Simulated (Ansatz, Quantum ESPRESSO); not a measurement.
# H-SiSi-F chair, 1 layer: biaxial strain by an ASE script, part 2 of 2

Wanted: deformation of the bands of H-SiSi-F chair, 1 layer, driven from Python.

Quantum ESPRESSO 7.5; plane-wave DFT, PBE, GBRV ultrasoft pseudopotentials; geometry by Ansatz 0.2.0 with PAW datasets.

So far: The structure; Geometry from Ansatz.

## 3. Running the series

Under ESM bc1 levels count from the vacuum, or from the mean of the two vacuum levels where the sheet has a dipole, so band edges at unlike strains can be compared.

Level of this step: plane-wave DFT, PBE, GBRV ultrasoft pseudopotentials (Quantum ESPRESSO 7.5).

Contents of run.py:

```python
import json
import numpy as np
from ase import Atoms
from ase.calculators.espresso import Espresso, EspressoProfile

profile = EspressoProfile(command='mpirun -n 2 pw.x -nk 2', pseudo_dir='../pseudo')
pseudopotentials = {'F': 'f_pbe_v1.4.uspp.F.UPF', 'H': 'h_pbe_v1.4.uspp.F.UPF', 'Si': 'si_pbe_v1.uspp.F.UPF'}
system = {'ecutwfc': 40, 'ecutrho': 200, 'occupations': 'smearing', 'smearing': 'fd', 'degauss': 0.002}


def calculator(name, kpts, **extra):
    data = dict(control=dict(tprnfor=True, verbosity='high', disk_io='none'),
                system=system | extra,
                electrons=dict(conv_thr=1e-09, mixing_beta=0.4, mixing_mode='plain',
                               electron_maxstep=100))
    return Espresso(profile=profile, directory=name, pseudopotentials=pseudopotentials, kpts=kpts, input_data=data)


def centre(atoms):
    z = atoms.positions[:, 2]
    atoms.positions[:, 2] -= (z.max() + z.min()) / 2  # ESM wants the slab about z = 0
    return atoms

sheet = Atoms(
    ['F', 'Si', 'Si', 'H'],
    scaled_positions=[
        [0.6666666667, 0.3333333333, 0.4002121293],
        [0.6666666667, 0.3333333333, 0.4863098886],
        [0.3333333333, 0.6666666667, 0.5237192567],
        [0.3333333333, 0.6666666667, 0.6035591500]],
    cell=[
        [3.922964895261, 0.000000000000, 0.000000000000],
        [-1.961482447631, 3.397387257451, 0.000000000000],
        [0.000000000000, 0.000000000000, 18.840000000000]],
    pbc=True)

rows = []
for strain in [-0.03, -0.015, 0.0, 0.015, 0.03]:
    atoms = sheet.copy()
    atoms.set_cell(sheet.cell.array * [[1 + strain], [1 + strain], [1]], scale_atoms=True)
    atoms = centre(atoms)
    atoms.calc = calculator(f's{strain:+.3f}', (12, 12, 1), assume_isolated='esm', esm_bc='bc1', nbnd=12)
    energy = atoms.get_potential_energy()
    levels = np.array([atoms.calc.get_eigenvalues(kpt=i) for i in range(len(atoms.calc.get_ibz_k_points()))])
    top, bottom = levels[:, 7].max(), levels[:, 8].min()
    direct = (levels[:, 8] - levels[:, 7]).min()
    rows.append([strain, energy, top, bottom, direct])
    print(f'strain {strain:+.3f}: E = {energy:.5f} eV, valence top {top:.3f}, conduction bottom {bottom:.3f}, '
          f'gap {bottom - top:.3f}, least direct gap {direct:.3f} eV')

x, energy, top, bottom, direct = np.array(rows).T
area = np.linalg.norm(np.cross(*sheet.cell[:2]))
stiffness = np.polyfit(x, energy, 2)[0] / area * 16.0218  # C11 + C12, heights clamped
print(f'valence and conduction edges move by {np.polyfit(x, top, 1)[0]:.2f} and {np.polyfit(x, bottom, 1)[0]:.2f} eV per unit biaxial strain')
print(f'C11 + C12 with clamped heights: {stiffness:.1f} N/m')
json.dump(dict(rows=rows, stiffness=stiffness), open('result.json', 'w'))
```

The run is started by

```
$ OMP_NUM_THREADS=1 python run.py
```

The log of the run:

```text
strain -0.030: E = -939.61226 eV, valence top -5.834, conduction bottom -4.173, gap 1.660, least direct gap 1.660 eV
strain -0.015: E = -939.66050 eV, valence top -5.865, conduction bottom -4.194, gap 1.670, least direct gap 1.670 eV
strain +0.000: E = -939.67529 eV, valence top -5.888, conduction bottom -4.242, gap 1.646, least direct gap 1.646 eV
strain +0.015: E = -939.66072 eV, valence top -5.904, conduction bottom -4.316, gap 1.588, least direct gap 1.588 eV
strain +0.030: E = -939.62052 eV, valence top -5.913, conduction bottom -4.412, gap 1.501, least direct gap 1.501 eV
valence and conduction edges move by -1.32 and -3.99 eV per unit biaxial strain
C11 + C12 with clamped heights: 78.7 N/m
```

It took 1.7 min on 2 MPI ranks of AMD EPYC 9R45, shared host; peak memory 0.52 GiB; 3.3 min of CPU time.

The input that ASE wrote for the first run, and its log:

```
&CONTROL
   verbosity        = 'high'
   tprnfor          = .true.
   disk_io          = 'none'
   pseudo_dir       = '../pseudo'
/
&SYSTEM
   nbnd             = 12
   ecutwfc          = 40
   ecutrho          = 200
   occupations      = 'smearing'
   degauss          = 0.002
   smearing         = 'fd'
   assume_isolated  = 'esm'
   esm_bc           = 'bc1'
   ntyp             = 3
   nat              = 4
   ibrav            = 0
/
&ELECTRONS
   electron_maxstep = 100
   conv_thr         = 1e-09
   mixing_mode      = 'plain'
   mixing_beta      = 0.4
/
&IONS
/
&CELL
/
&FCP
/
&RISM
/
ATOMIC_SPECIES
F 18.998403163 f_pbe_v1.4.uspp.F.UPF
Si 28.085 si_pbe_v1.uspp.F.UPF
H 1.008 h_pbe_v1.4.uspp.F.UPF

K_POINTS automatic
12 12 1  0 0 0

CELL_PARAMETERS angstrom
3.80527594840317 0.00000000000000 0.00000000000000
-1.90263797420207 3.29546563972747 0.00000000000000
0.00000000000000 0.00000000000000 18.84000000000000

ATOMIC_POSITIONS angstrom
F 1.9026379744 1.0984885465 -1.9155289350  
Si 1.9026379744 1.0984885465 -0.2934471498  
Si -0.0000000002 2.1969770933 0.4113453452  
H -0.0000000002 2.1969770933 1.9155289350
```

```text
Program PWSCF v.7.5 starts
[citation notice left out]

     Parallel version (MPI & OpenMP), running on       2 processor cores
     Number of MPI processes:                 2
     Threads/MPI process:                     1

     MPI processes distributed on     1 nodes
[... 1 line left out ...]

Warning: card &CELL ignored
Warning: card &FCP ignored
Warning: card &RISM ignored

     Current dimensions of program PWSCF are:
     Max number of different atomic species (ntypx) = 10
     Max number of k-points (npk) =  40000
     Max angular momentum in pseudopotentials (lmaxx) =  4
     Message from routine setup:
     using ibrav=0 with symmetry is DISCOURAGED, use correct ibrav instead

     K-points division:     npool     =       2
     Subspace diagonalization in iterative solution of the eigenvalue problem:
     a serial algorithm will be used

     G-vector sticks info
     --------------------
     sticks:   dense  smooth     PW     G-vecs:    dense   smooth      PW
     Sum         721     583    163                76025    54617    8833

     Using Slab Decomposition

     bravais-lattice index     =            0
     lattice parameter (alat)  =       7.1909  a.u.
     unit-cell volume          =    1594.3382 (a.u.)^3
     number of atoms/cell      =            4
     number of atomic types    =            3
     number of electrons       =        16.00
     number of Kohn-Sham states=           12
     kinetic-energy cutoff     =      40.0000  Ry
     charge density cutoff     =     200.0000  Ry
     scf convergence threshold =      1.0E-09
     mixing beta               =       0.4000
     number of iterations used =            8  plain     mixing
     Exchange-correlation=  SLA  PW   PBX  PBC
                           (   1   4   3   4   0   0   0)

     Effective Screening Medium Method
     =================================
     Boundary Conditions: Vacuum-Slab-Vacuum
     total charge in unit cell        =   0.0000
     grid points for fit at edges     =        4

[... 10 lines left out ...]
     PseudoPot. # 1 for F  read from file:
     ../pseudo/f_pbe_v1.4.uspp.F.UPF
     Pseudo is Ultrasoft, Zval =  7.0
     Generated by new atomic code, or converted to UPF format
     Using radial grid of  799 points,  4 beta functions with:
                l(1) =   0
                l(2) =   0
                l(3) =   1
                l(4) =   1
     Q(r) pseudized with  8 coefficients,  rinner =    0.950   0.950   0.950

     PseudoPot. # 2 for Si read from file:
     ../pseudo/si_pbe_v1.uspp.F.UPF
     Pseudo is Ultrasoft + core correction, Zval =  4.0
     Generated by new atomic code, or converted to UPF format
     Using radial grid of  899 points,  6 beta functions with:
                l(1) =   0
                l(2) =   0
                l(3) =   1
                l(4) =   1
                l(5) =   2
                l(6) =   2
[... 527 lines left out ...]
     estimated scf accuracy    <          8.2E-10 Ry
     smearing contrib. (-TS)   =      -0.00000000 Ry
     internal energy E=F+TS    =     -69.06023306 Ry

     The total energy is F=E-TS. E is the sum of the following terms:
     one-electron contribution =     164.96090167 Ry
     hartree contribution      =     -80.39713319 Ry
     xc contribution           =     -18.71691791 Ry
     ewald contribution        =    -134.90708363 Ry

     convergence has been achieved in  15 iterations

     negative rho (up, down):  8.944E-04 0.000E+00

     Forces acting on atoms (cartesian axes, Ry/au):

     atom    1 type  1   force =     0.00000000    0.00000000   -0.00637089
     atom    2 type  2   force =     0.00000000    0.00000000   -0.01020657
     atom    3 type  2   force =     0.00000000    0.00000000    0.01619529
     atom    4 type  3   force =     0.00000000    0.00000000    0.00037492
     The non-local contrib.  to forces
     atom    1 type  1   force =     0.00000000    0.00000000    2.02222009
     atom    2 type  2   force =     0.00000000    0.00000000   -0.12980914
     atom    3 type  2   force =     0.00000000    0.00000000    0.02834226
     atom    4 type  3   force =     0.00000000    0.00000000   -0.09590637
     The ionic contribution  to forces
     atom    1 type  1   force =    -0.00000000    0.00000000  -19.90617310
     atom    2 type  2   force =    -0.00000000    0.00000000    6.87864764
     atom    3 type  2   force =     0.00000000   -0.00000000    8.40813519
     atom    4 type  3   force =     0.00000000   -0.00000000    4.61939027
     The local contribution  to forces
     atom    1 type  1   force =    -0.00000003    0.00000001   17.87761481
     atom    2 type  2   force =    -0.00000000    0.00000000   -6.76201388
     atom    3 type  2   force =     0.00000000   -0.00000000   -8.41954256
     atom    4 type  3   force =     0.00000000   -0.00000000   -4.52311189
     The core correction contribution to forces
     atom    1 type  1   force =     0.00000000    0.00000000    0.00000000
     atom    2 type  2   force =     0.00000000   -0.00000000    0.00298383
     atom    3 type  2   force =    -0.00000000    0.00000000   -0.00073989
     atom    4 type  3   force =     0.00000000    0.00000000    0.00000000
     The Hubbard contrib.    to forces
     atom    1 type  1   force =     0.00000000    0.00000000    0.00000000
     atom    2 type  2   force =     0.00000000    0.00000000    0.00000000
     atom    3 type  2   force =     0.00000000    0.00000000    0.00000000
     atom    4 type  3   force =     0.00000000    0.00000000    0.00000000
     The SCF correction term to forces
     atom    1 type  1   force =    -0.00000000    0.00000000   -0.00003269
     atom    2 type  2   force =    -0.00000000    0.00000000   -0.00001502
     atom    3 type  2   force =    -0.00000000    0.00000000    0.00000028
     atom    4 type  3   force =     0.00000000   -0.00000000    0.00000291

     Total force =     0.020179     Total SCF correction =     0.000036
     Message from routine punch:
     Nothing written, as per user request (disk_io='none')

[... 1 line left out ...]

[... 1 line left out ...]

[... 1 line left out ...]

[... 3 lines left out ...]

[... 1 line left out ...]

[... 2 lines left out ...]

[... 1 line left out ...]

[... 1 line left out ...]

=------------------------------------------------------------------------------=
   JOB DONE.
=------------------------------------------------------------------------------=
```

Numbers from this step:

```
biaxial stiffness : 78.71 N/m
```

Band edge from the vacuum level against biaxial strain:

```
biaxial strain (%)  valence top (eV)  conduction bottom (eV)
             -3.00             -5.83                   -4.17
             -1.50             -5.86                   -4.19
              0.00             -5.89                   -4.24
              1.50             -5.90                   -4.32
              3.00             -5.91                   -4.41
```

The gap by biaxial strain:

```
biaxial strain (%)  on the mesh (eV)  least direct (eV)
             -3.00              1.66               1.66
             -1.50              1.67               1.67
              0.00              1.65               1.65
              1.50              1.59               1.59
              3.00              1.50               1.50
```

Energy over the lowest against biaxial strain:

| biaxial strain (%) | energy over the lowest (meV) |
| --- | --- |
| -3.00 | 63.0 |
| -1.50 | 14.8 |
| 0.00 | 0 |
| 1.50 | 14.6 |
| 3.00 | 54.8 |

## 4. Running the series: RPBE, GBRV ultrasoft

Level of this step: plane-wave DFT, RPBE, GBRV ultrasoft pseudopotentials made under PBE (Quantum ESPRESSO 7.5). input_dft overrides the functional of the files.

run.py is the input of step 3 with these lines changed:

```diff
@@ -7,3 +7,3 @@
 pseudopotentials = {'F': 'f_pbe_v1.4.uspp.F.UPF', 'H': 'h_pbe_v1.4.uspp.F.UPF', 'Si': 'si_pbe_v1.uspp.F.UPF'}
-system = {'ecutwfc': 40, 'ecutrho': 200, 'occupations': 'smearing', 'smearing': 'fd', 'degauss': 0.002}
+system = {'ecutwfc': 40, 'ecutrho': 200, 'input_dft': 'rpbe', 'occupations': 'smearing', 'smearing': 'fd', 'degauss': 0.002}
```

The run is started by

```
$ OMP_NUM_THREADS=1 python run.py
```

The log of the run:

```text
strain -0.030: E = -940.77855 eV, valence top -5.801, conduction bottom -4.078, gap 1.723, least direct gap 1.723 eV
strain -0.015: E = -940.83616 eV, valence top -5.832, conduction bottom -4.099, gap 1.733, least direct gap 1.733 eV
strain +0.000: E = -940.85999 eV, valence top -5.854, conduction bottom -4.147, gap 1.707, least direct gap 1.707 eV
strain +0.015: E = -940.85416 eV, valence top -5.870, conduction bottom -4.222, gap 1.648, least direct gap 1.648 eV
strain +0.030: E = -940.82242 eV, valence top -5.878, conduction bottom -4.321, gap 1.558, least direct gap 1.558 eV
valence and conduction edges move by -1.29 and -4.05 eV per unit biaxial strain
C11 + C12 with clamped heights: 79.5 N/m
```

Wall time 1.7 min (2 MPI ranks); peak memory 0.52 GiB; 3.3 min of CPU time.

Read from the output:

| Item | Value |
| --- | --- |
| biaxial stiffness | 79.51 N/m |

The band edge from the vacuum level by biaxial strain:

```
biaxial strain (%)  valence top (eV)  conduction bottom (eV)
             -3.00             -5.80                   -4.08
             -1.50             -5.83                   -4.10
              0.00             -5.85                   -4.15
              1.50             -5.87                   -4.22
              3.00             -5.88                   -4.32
```

Gap against biaxial strain:

| biaxial strain (%) | on the mesh (eV) | least direct (eV) |
| --- | --- | --- |
| -3.00 | 1.72 | 1.72 |
| -1.50 | 1.73 | 1.73 |
| 0.00 | 1.71 | 1.71 |
| 1.50 | 1.65 | 1.65 |
| 3.00 | 1.56 | 1.56 |

Table of energy over the lowest by biaxial strain:

```csv
biaxial strain (%),energy over the lowest (meV)
-3.00,81.4
-1.50,23.8
0.00,0
1.50,5.83
3.00,37.6
```

## 5. A check by hand

Under equal strain ε in the plane, E = A (C11 + C12) ε². From the points at ±1.5 %: d²E/dε² = (14.79 + 14.58 − 2 × 0.00) meV / 0.015² = 131 eV, and 131/(2 × 13.328 Å²) × 16.02 = 78 N/m.

## 6. What came out

- C11 + C12, heights clamped, PBE, GBRV ultrasoft: 79 N/m
- gap on the mesh at zero strain, PBE, GBRV ultrasoft: 1.65 eV
- valence top below the mean of the two vacuum levels at zero strain, PBE, GBRV ultrasoft: 5.89 eV
- shift of the valence top per unit biaxial strain, PBE, GBRV ultrasoft: -1.3 eV
- shift of the conduction bottom per unit biaxial strain, PBE, GBRV ultrasoft: -4.0 eV
- C11 + C12, heights clamped, RPBE, GBRV ultrasoft (made under PBE): 80 N/m
- gap on the mesh at zero strain, RPBE, GBRV ultrasoft (made under PBE): 1.71 eV
- valence top below the mean of the two vacuum levels at zero strain, RPBE, GBRV ultrasoft (made under PBE): 5.85 eV
- shift of the valence top per unit biaxial strain, RPBE, GBRV ultrasoft (made under PBE): -1.3 eV
- shift of the conduction bottom per unit biaxial strain, RPBE, GBRV ultrasoft (made under PBE): -4.0 eV

**Reading.** The sheet's biaxial stiffness comes to 79 N/m and its gap at zero strain to 1.65 eV (PBE, GBRV ultrasoft). From −3 % to +3 % the gap on the mesh goes from 1.66 to 1.50 eV; it is direct at every strain. Heights are clamped under strain, which makes a sheet with several atomic planes too stiff. Zero strain is the PBE cell; under RPBE the energy is lowest near +0.5 %, so its stiffness is taken away from its own minimum. Semilocal gaps are too small. The sheet carries a dipole, so the two faces have unlike vacuum levels and the zero lies between them.

[Logs are printed without paths, hosts, clocks, repeated set-up lines and the standing remarks that a program may print on its own settings, such as how far it seeks lower states.]

[Hosts, paths, dates, database ids (printed as entryN), source tags and the programs' standing remarks are cut or masked in the printed files.]

[Maps of the electrostatic potential energy from Ansatz leave out the sawtooth potential of an applied field or a dipole correction, so their vacuum need not be flat; planar profiles and work functions include it.]
